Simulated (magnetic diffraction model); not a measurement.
## LaDyS2O: what an assumed order does to the neutron pattern

Space group Pna2_1 (no. 33), a = 6.7010 Å, b = 6.6630 Å, c = 9.8200 Å.

| site | atom | x | y | z |
| --- | --- | --- | --- | --- |
| 4a | Dy | 0.5329 | 0.9972 | 0.0137 |
| 4a | La | 0.0163 | 0.9990 | 0.2835 |
| 4a | S | 0.6184 | 0.8512 | 0.7555 |
| 4a | S | 0.9073 | 0.8652 | 0.0489 |
| 4a | O | 0.7396 | 0.7959 | 0.3876 |

This is a made-up structure (elements placed in a structure type, unrelaxed), so the numbers test the method and describe no known phase.

Only Dy is taken to order (form factors of Dy3+); orders and moment sizes are assumed, and not adapted to the symmetry. Radiation: neutrons of λ = 2.52 Å (absorption by Dy left out), 8° to 50°; isotropic B of 0.34 Å² (Dy), 0.3 Å² (La), 0.49 Å² (S) and 0.51 Å² (O). The intensities are simulated: I ∝ L Σ (|F_N|² + |F_M⊥|²) for unpolarised neutrons, with F_M = 2.695 fm/μB × Σ f(s) S exp(2πi Q·r) exp(−B s²) at Q = H ± k (one set where k and −k are equivalent), only the part normal to Q counting and L = 1/(sin²θ cos θ). For collinear order S is the moment m, which repeats by lattice and centring translations R with the sign exp(−2πi k·R). Form factors are spin-only for 3d ions and dipole or tabulated for f ions, scattering lengths are Sears's of 1992, and absorption is left out. A label names one of the reflections at its angle. The strongest nuclear line in the range is 100, and lines under 0.2 are left out.

Assume the order k = (0 0 0), collinear moments along [110], 9.9 μB on Dy; signs + at (0.5329, 0.9972, 0.0137), − at (0.0329, 0.5028, 0.0137), + at (0.9671, 0.4972, 0.5137), − at (0.4671, 0.0028, 0.5137).

Predict the pattern, nuclear and magnetic parts apart.

```
2θ (°)    index  nuclear  magnetic
 21.68  (1 0 0)      0.0       2.7
 26.32  (1 0 1)      0.0     110.6
 26.42  (0 1 1)      2.0     114.9
 29.74  (0 0 2)     11.9       0.0
 30.93  (1 1 0)     12.9       0.0
 34.43  (1 1 1)      3.7       0.0
 37.10  (1 0 2)      0.0       3.0
 43.44  (1 1 2)    100.0       0.0
 44.18  (2 0 0)     18.6       0.0
 44.45  (0 2 0)     18.3       0.0
 46.83  (2 0 1)      1.2       0.0
 49.79  (2 1 0)      0.1       3.7
 49.97  (1 2 0)      3.6       1.0
```

The strongest magnetic line in the range is (0 1 1) at 26.42° (114.9). On top of the Lorentz factor, which all lines share, magnetic lines fade with angle because f falls: for Dy3+ it is 0.96, 0.84, 0.69 and 0.41 at sin θ/λ = 0.1, 0.2, 0.3 and 0.5 Å⁻¹, while nuclear lengths stay constant. The order has no net moment.

[Logs are printed without paths, hosts, clocks, repeated set-up lines and the standing remarks that a program may print on its own settings, such as how far it seeks lower states.]
